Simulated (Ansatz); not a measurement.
# C (Fd-3m, 2 atoms in the cell): zone-centre modes under pressure, part 2 of 2

Wanted: Grüneisen parameters and pressure coefficients of the modes of C (Fd-3m, 2 atoms in the cell).

Ansatz 0.2.0; DFT LDA, scalar-relativistic, plane waves, PAW; PAW set soft_1.

So far, highest optical mode at the zone centre (no LO-TO term) (cm⁻¹): step 5 (zone-centre response at rest) 1323.

## 7. Modes of this member: 1.06 times the volume at rest

The zone-centre modes follow for 1.06 times the volume at rest, with the response to a field.

Input file input.yaml:

```yaml
crystal:
  lattice:
    - [0.0, 1.8003642989, 1.8003642989]
    - [1.8003642989, 0.0, 1.8003642989]
    - [1.8003642989, 1.8003642989, 0.0]
  atoms:
    - { symbol: C, position: [0.5, 0.5, 0.5] }
    - { symbol: C, position: [0.75, 0.75, 0.75] }
kpoints:
  mp_grid: { grid: [12, 12, 12] }
hamiltonian:
  xc: lda
  pseudopotentials: { kind: paw, azcp: { folder: soft_1 }, xc_functional: pbe }
scf:
  occupations: { method: fixed }
output:
  eigenvalues: true
phonons:
  method: dfpt
  dielectric: true
  rigid_motions: translations
```

Launch:

```console
> ansatz run input.yaml --threads 4 --pin off --max-ram 10240MiB --backend cpu --events-out ev --progress --plain --runs-dir out
```

Numbers of over 12 decimals in the logs are rounded to 6 here.

The log of the run:

```text
[...]
Crystal: 2 atoms, lattice volume = 11.671 Å³
Basis set: ecut = 420 eV, 259 PW (Γ), exchange–correlation on 40×40×40 points (8 copies of the dense FFT grid, shifted against one another)
Bands: 8, of which v1, the nominal top of the filled ones, is band 4 counted from 1 (3 counted from 0)
Symmetry: 48 space group operations
k-points: 280 of 1728 (irreducible under 4 space group operations, time reversal used)
[...]
SCF iter   1: F=—  HF=-486.558682 eV  |F-HF|=—  |Δ(HF+E_count)|=         —  Δρ=1.33e-1  dr2=1.47e0  ethr=3.10e-3  ⟨swp⟩=3.9  Hψ=12809  notcnv=0  defer=468
[...]
SCF iter   8: F=-485.937647 eV  HF=-485.937647 eV  |F-HF|=3.98e-12  |Δ(HF+E_count)|=  2.81e-10  Δρ=4.81e-7  dr2=8.15e-12  ethr=1.25e-12  ⟨swp⟩=5.9  Hψ=13041  notcnv=0
SCF 1 converged in 8 iterations: F = -485.937647 eV  dr2 = 8.15e-12
[...]
Bands: 5, of which v1, the nominal top of the filled ones, is band 4 counted from 1 (3 counted from 0)
k-points: 182 of 1728 (irreducible under 12 space group operations)
[...]
Eigensolver: Dense (182 Hₖ)
SCF iter   1: F=—  HF=-485.940786 eV  |F-HF|=—  |Δ(HF+E_count)|=         —  Δρ=5.73e-4  dr2=4.69e-6  ethr=1.00e-1
[...]
SCF iter   3: F=-485.940788 eV  HF=-485.940788 eV  |F-HF|=1.26e-9  |Δ(HF+E_count)|=   8.14e-7  Δρ=9.90e-6  dr2=1.57e-9  ethr=1.38e-8
SCF 1 converged in 3 iterations: F = -485.940788 eV  dr2 = 1.57e-9
[...]
SCF converged after 8 iterations
Free energy (F): -485.937647 eV
[...]
Internal energy: -485.937647 eV  (E = F + TS)
E sigma→0 (E₀):  -485.937647 eV
Fermi energy:    12.583577 eV
[...]
--- Band table (eV; the first three rows and the last of 280) ---
[...]
ASR residual: 2.126e-4 → 0.000e0 eV/Å²; symmetrization residual: 4.974e-14 eV/Å²
  ASR residual per site (eV/Å²): 2.13e-4 2.13e-4
  Γ frequencies (cm⁻¹): 0.00 0.00 0.00 1246.38 1246.38 1246.38
  ε∞ (high-frequency dielectric tensor):
        5.852074    -0.000000     0.000000
       -0.000000     5.852074    -0.000000
        0.000000    -0.000000     5.852074
  ε⁰ (static dielectric tensor: ions relaxed, cell fixed):
        5.852074    -0.000000     0.000000
       -0.000000     5.852074    -0.000000
        0.000000    -0.000000     5.852074
  ε⁰ − ε∞ (ionic part):
        0.000000     0.000000    -0.000000
        0.000000     0.000000    -0.000000
       -0.000000    -0.000000     0.000000
[...]
Born effective charges Z* (e; rows j = field, columns β = displacement):
    site 0:
         0.00000    0.00000   -0.00000
         0.00000    0.00000   -0.00000
        -0.00000    0.00000    0.00000
    site 1:
        -0.00000   -0.00000    0.00000
        -0.00000    0.00000    0.00000
         0.00000   -0.00000    0.00000
  Z* charge neutrality: 4.688e-4 e pre-enforcement
  solved inside a basis spanned on kpoints, on 12×12×12 k-points, its susceptibility summed on 16×16×16: ε∞ is read to err by 1.6e-2, Z* by 4.4e-3 e (field_mesh: kpoints solves on kpoints)
  optical modes at Γ without the LO–TO term, one row a degenerate level:
      ω (cm⁻¹)  modes    IR ((D/Å)²/amu)
       1246.38      3             0.0000
  optical modes at Γ + LO–TO along q̂ = [1.0000, 0.0000, 0.0000]:
      ω (cm⁻¹)  modes    IR ((D/Å)²/amu)
       1246.38      3             0.0000
  optical modes at Γ + LO–TO along q̂ = [0.0000, 1.0000, 0.0000]:
      ω (cm⁻¹)  modes    IR ((D/Å)²/amu)
       1246.38      3             0.0000
  optical modes at Γ + LO–TO along q̂ = [0.0000, 0.0000, 1.0000]:
      ω (cm⁻¹)  modes    IR ((D/Å)²/amu)
       1246.38      3             0.0000
```

The job ended after 4.7 s (4 threads of AMD EPYC 7B13 (Zen 3), shared host; peak memory 0.49 GiB; 17 s of CPU time).

Numbers from this step:

- sum-rule residual before enforcement: 2.13e-4 eV/Å²
- miss of the charge sum rule: 4.69e-4 e
- estimated error of the dielectric tensor: 0.01561
- estimated error of the Born charges: 0.004352 e
- highest optical mode at the zone centre (no LO-TO term): 1246 cm⁻¹
- lowest optical zone-centre mode: 1246 cm⁻¹
- mean high-frequency dielectric constant: 5.852
- mean static dielectric constant: 5.852
- top of the zone-centre spectrum with the field: 1246 cm⁻¹

Patterns of degenerate modes are one choice out of their space. Modes at Γ:

```
mode  frequency (cm⁻¹)  symmetry
   1               0.0  acoustic
   2               0.0  acoustic
   3               0.0  acoustic
   4            1246.4       T2g
   5            1246.4       T2g
   6            1246.4       T2g
```

The optical mode lies at 1246.4 cm⁻¹.

Between step 5 and this run (volume ratio 1.06) the value for the highest optical mode at the zone centre (no LO-TO term) moves from 1323 cm⁻¹ to 1246 cm⁻¹ (-6 %).

## 8. Ground state of a member: 0.9 times the volume at rest

The cell is set to 0.9 times the volume at rest; symmetry leaves nothing else free, so this is a single point.

input.yaml, the sections that differ from step 7:

```yaml
crystal:
  lattice:
    - [0.0, 1.7047967432, 1.7047967432]
    - [1.7047967432, 0.0, 1.7047967432]
    - [1.7047967432, 1.7047967432, 0.0]
  atoms:
    - { symbol: C, position: [0.5, 0.5, 0.5] }
    - { symbol: C, position: [0.75, 0.75, 0.75] }
output:
  forces: true
  stress: true
  eigenvalues: true
# kpoints, hamiltonian, scf: as in step 7
# phonons: removed
```

The log of the run:

```text
[...]
Crystal: 2 atoms, lattice volume = 9.909 Å³
Basis set: ecut = 420 eV, 181 PW (Γ)
Bands: 8, of which v1, the nominal top of the filled ones, is band 4 counted from 1 (3 counted from 0)
Symmetry: 48 space group operations
[...]
k-points: 72 of 1728
[...]
Free energy (F): -485.801657 eV
[...]
Internal energy: -485.801657 eV  (E = F + TS)
E sigma→0 (E₀):  -485.801657 eV
Fermi energy:    15.661913 eV
[...]
--- Stress (GPa, compression-positive) ---
       59.576284       0.000000      -0.000000
       -0.000000      59.576284       0.000000
        0.000000       0.000000      59.576284
  P = ⅓ Tr σ = 59.5763 GPa (595.763 kbar)
--- Band table (eV; the first three rows and the last of 72) ---
[...]
[key lines of the parts left out:]
SCF converged after 6 iterations
```

Run time: 0.25 s. Hardware: 4 threads; peak memory 0.28 GiB.

This step gave:

```
pressure          : 59.58 GPa
gap on the k-mesh : 4.480 eV
volume per atom   : 4.955 Å³
```

The forces vanish by symmetry, at a pressure of 59.58 GPa.

## 9. Zone-centre modes of the member: 0.9 times the volume at rest

The zone-centre modes follow for 0.9 times the volume at rest, with the response to a field.

input.yaml, as its differences from that of step 8:

```diff
@@ -16,4 +16,6 @@
 output:
-  forces: true
-  stress: true
   eigenvalues: true
+phonons:
+  method: dfpt
+  dielectric: true
+  rigid_motions: translations
```

The log of the run:

```text
[...]
Crystal: 2 atoms, lattice volume = 9.909 Å³
Basis set: ecut = 420 eV, 181 PW (Γ), exchange–correlation on 40×40×40 points (8 copies of the dense FFT grid, shifted against one another)
Bands: 8, of which v1, the nominal top of the filled ones, is band 4 counted from 1 (3 counted from 0)
Symmetry: 48 space group operations
k-points: 280 of 1728 (irreducible under 4 space group operations, time reversal used)
[...]
ω (cm⁻¹)  modes    IR ((D/Å)²/amu)
       1470.60      3             0.0000
  optical modes at Γ + LO–TO along q̂ = [1.0000, 0.0000, 0.0000]:
      ω (cm⁻¹)  modes    IR ((D/Å)²/amu)
       1470.60      3             0.0000
  optical modes at Γ + LO–TO along q̂ = [0.0000, 1.0000, 0.0000]:
      ω (cm⁻¹)  modes    IR ((D/Å)²/amu)
       1470.60      3             0.0000
  optical modes at Γ + LO–TO along q̂ = [0.0000, 0.0000, 1.0000]:
      ω (cm⁻¹)  modes    IR ((D/Å)²/amu)
       1470.60      3             0.0000
[key lines of the parts left out:]
SCF converged after 6 iterations
Free energy (F): -485.801658 eV
Fermi energy:    15.661912 eV
```

Run time: 5 s. Hardware: 4 threads; peak memory 0.48 GiB; 18 s of CPU time.

Numbers from this step:

| Quantity | Value |
| --- | --- |
| sum-rule residual before enforcement | 3.32e-5 eV/Å² |
| miss of the charge sum rule | 2.80e-4 e |
| estimated error of the dielectric tensor | 0.01451 |
| estimated error of the Born charges | 0.004210 e |
| highest optical mode at the zone centre (no LO-TO term) | 1471 cm⁻¹ |
| lowest optical zone-centre mode | 1471 cm⁻¹ |
| mean high-frequency dielectric constant | 5.636 |
| mean static dielectric constant | 5.636 |
| top of the zone-centre spectrum with the field | 1471 cm⁻¹ |

Patterns of degenerate modes are one choice out of their space. Modes at Γ:

```
mode  frequency (cm⁻¹)  symmetry
   1               0.0  acoustic
   2               0.0  acoustic
   3               0.0  acoustic
   4            1470.6       T2g
   5            1470.6       T2g
   6            1470.6       T2g
```

The optical mode lies at 1470.6 cm⁻¹.

Between step 5 and this run (volume ratio 0.9) the value for the highest optical mode at the zone centre (no LO-TO term) moves from 1323 cm⁻¹ to 1471 cm⁻¹ (+11 %).

## 10. The series together

The members are set side by side, also those not shown above.

Each row is one cell with its response, relaxed at fixed volume as far as symmetry leaves anything free; energies are extrapolated to zero smearing, and E0 is that at rest; shape and atoms are relaxed in each cell where symmetry leaves them free. State of the crystal along the series:

```
volume ratio  V (Å³/atom)  pressure (GPa)  E - E0 (meV/atom)  gap on mesh (eV)     ε∞
         0.9        4.955           59.58              94.41              4.48  5.636
        0.92        5.065           45.32              58.41             4.421   5.66
        0.94        5.175           32.35               31.8             4.364  5.684
        0.96        5.285           20.54              13.68             4.308   5.71
        0.98        5.395           9.791              3.307             4.254  5.737
        0.99         5.45           4.778             0.7944             4.228   5.75
           1        5.505       -0.008565                  0             4.202  5.764
        1.02        5.615          -8.932              3.095             4.154  5.792
        1.04        5.725          -17.06              12.07             4.105  5.822
        1.06        5.835          -24.48              26.41             4.062  5.852
```

Each mode is tracked from rest by its pattern, and modes that stay within 0.3 cm⁻¹ of each other stand once; shape and atoms are relaxed in each cell where symmetry leaves them free. Optical modes along the series:

```
V (Å³/atom)  mode 4 T2g (cm⁻¹)
      4.955               1471
      5.065               1439
      5.175               1408
      5.285               1378
      5.395               1350
       5.45               1336
      5.505               1323
      5.615               1296
      5.725               1271
      5.835               1246
```

From cubic fits (parabolas where under five rows exist) of ln ω and P against ln V through the rows within about 4 % of rest: γ = −d ln ω / d ln V and dω/dP = γ ω / B. Slopes at rest:

```
      mode  fitted frequency at rest (cm⁻¹)  Grüneisen parameter γ  dω/dP (cm⁻¹/GPa)
mode 4 T2g                             1323                   1.02              2.87
```

## 11. Outcome

```
members                                                          : 10
highest optical mode at the zone centre (no LO-TO term), at rest : 1323 cm⁻¹
bulk modulus at rest                                             : 468 GPa
mode 4 T2g, γ                                                    : 1.02
```

**Reading.** The series spans -24.5 to 59.6 GPa, and the slope at rest gives a bulk modulus of 468 GPa. The optical mode has γ = 1.02 and moves by 2.9 cm⁻¹ for each GPa. ε∞ is 5.76 at rest, with d ln ε∞ / d ln V = 0.24. One k mesh and one cutoff serve the ground states and modes of all volumes; the field response picks its own mesh. These are harmonic frequencies at zero temperature: anharmonic shifts, linewidths and thermal expansion are left out. The PAW files were made for PBE; the program adapts parts of them to the functional of the run, but their partial waves stay those of PBE, an approximation that was not tested in this session. Only the zone centre was solved, so an instability at another wavevector cannot show here.

[Logs are printed without paths, hosts, clocks, repeated set-up lines and the standing remarks that a program may print on its own settings, such as how far it seeks lower states.]

[Hosts, paths, dates, database ids (printed as entryN), source tags and the programs' standing remarks are cut or masked in the printed files.]
